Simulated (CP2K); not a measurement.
Consider hydrogen sulfide monohydrate at its PBE geometry (Å).

```xyz
6

S     0.7240    1.8896    0.8135
O    -0.5528   -1.0428   -0.6387
H     0.2113    0.8188    0.1564
H     1.3624    1.0886    1.6926
H    -1.4760   -1.3285   -0.5386
H    -0.2689   -1.4258   -1.4852
```

Method: CP2K XAS_TDP, all-electron GAPW, PBEh(45%), aug-cc-pVTZ, TDA, ZORA, spin–orbit coupling.

Predict the bright core excitations at the S L₂,₃ edge.

Leading lines: S1 162.60 eV. The leading line of an atom is its first one with 35 % of the strongest within 2.5 eV of its lowest line over the strength cut. 

The first six lines of each atom with a strength over 0.0003:

| atom | energy (eV) | states | strength, one atom |
| --- | --- | --- | --- |
| S1 (bonded to 2 H, gives 1 H bond) | 162.24 | 1 | 0.0006 |
|  | 162.42 | 1 | 0.0009 |
|  | 162.56 | 1 | 0.0003 |
|  | 162.60 | 1 | 0.0031 |
|  | 162.89 | 1 | 0.0016 |
|  | 163.14 | 2 | 0.0004 |

Lines are vertical, at one geometry, with no vibrational structure. Without a correction of the core level, line positions, and the gaps between valence and Rydberg lines, follow the share of exact exchange. Rydberg lines, and the discretised continuum above threshold, depend on the basis and the box. This is one low-energy arrangement of the cluster, relaxed without a dispersion correction; others exist.

[Banner, clock and machine lines of the logs are left out without a mark of their own.]

[Logs are printed without paths, hosts, clocks, repeated set-up lines and the standing remarks that a program may print on its own settings, such as how far it seeks lower states.]

[Hosts, paths, dates, database ids (printed as entryN), source tags and the programs' standing remarks are cut or masked in the printed files.]
